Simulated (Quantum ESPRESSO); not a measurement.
# Energy and gap at +3 % biaxial strain: 1T-GeBr2, 1 layer

Method. Quantum ESPRESSO 7.5 driven by ASE, PBE, GBRV ultrasoft, ESM (bc1); atomic heights clamped; cell area 14.370 Å² at zero strain.

```tsv
strain (%)	energy (meV a cell)	gap on the mesh (eV)
−3	42.16	2.338
−1.5	9.84	2.345
0	0.00	2.346
+1.5	10.32	2.342
```

One more run was made and is withheld. What are energy and gap at +3 %, and how stiff is the sheet?

**Worked estimate.** About zero, E'' = (9.84 + 10.32 − 2 × 0.00)/1.5² = 8.96 meV per %² and E' = (10.32 − 9.84)/3 = 0.16 meV per %. With E = A K ε², where K = (C11 + C22)/2 + C12 (C11 + C12 for a hexagonal sheet), K = 8.96 × 10/(2 × 14.370) × 16.02 = 50 N/m. The parabola gives E(+3 %) = 0.00 + 3 × (0.16) + 4.5 × 8.96 = 40.8 meV. Continuing the last slope, the gap is 2 × 2.342 − 2.346 = 2.338 eV.

**The withheld run.** E = 38.7 meV and the gap 2.321 eV. The parabola misses by +2.1 meV, too high, since bonds soften under tension. The gap's line misses by +0.017 eV.

Caveats: Clamped heights stiffen sheets with several planes. Semilocal gap, no spin-orbit coupling.

[Logs are printed without paths, hosts, clocks, repeated set-up lines and the standing remarks that a program may print on its own settings, such as how far it seeks lower states.]
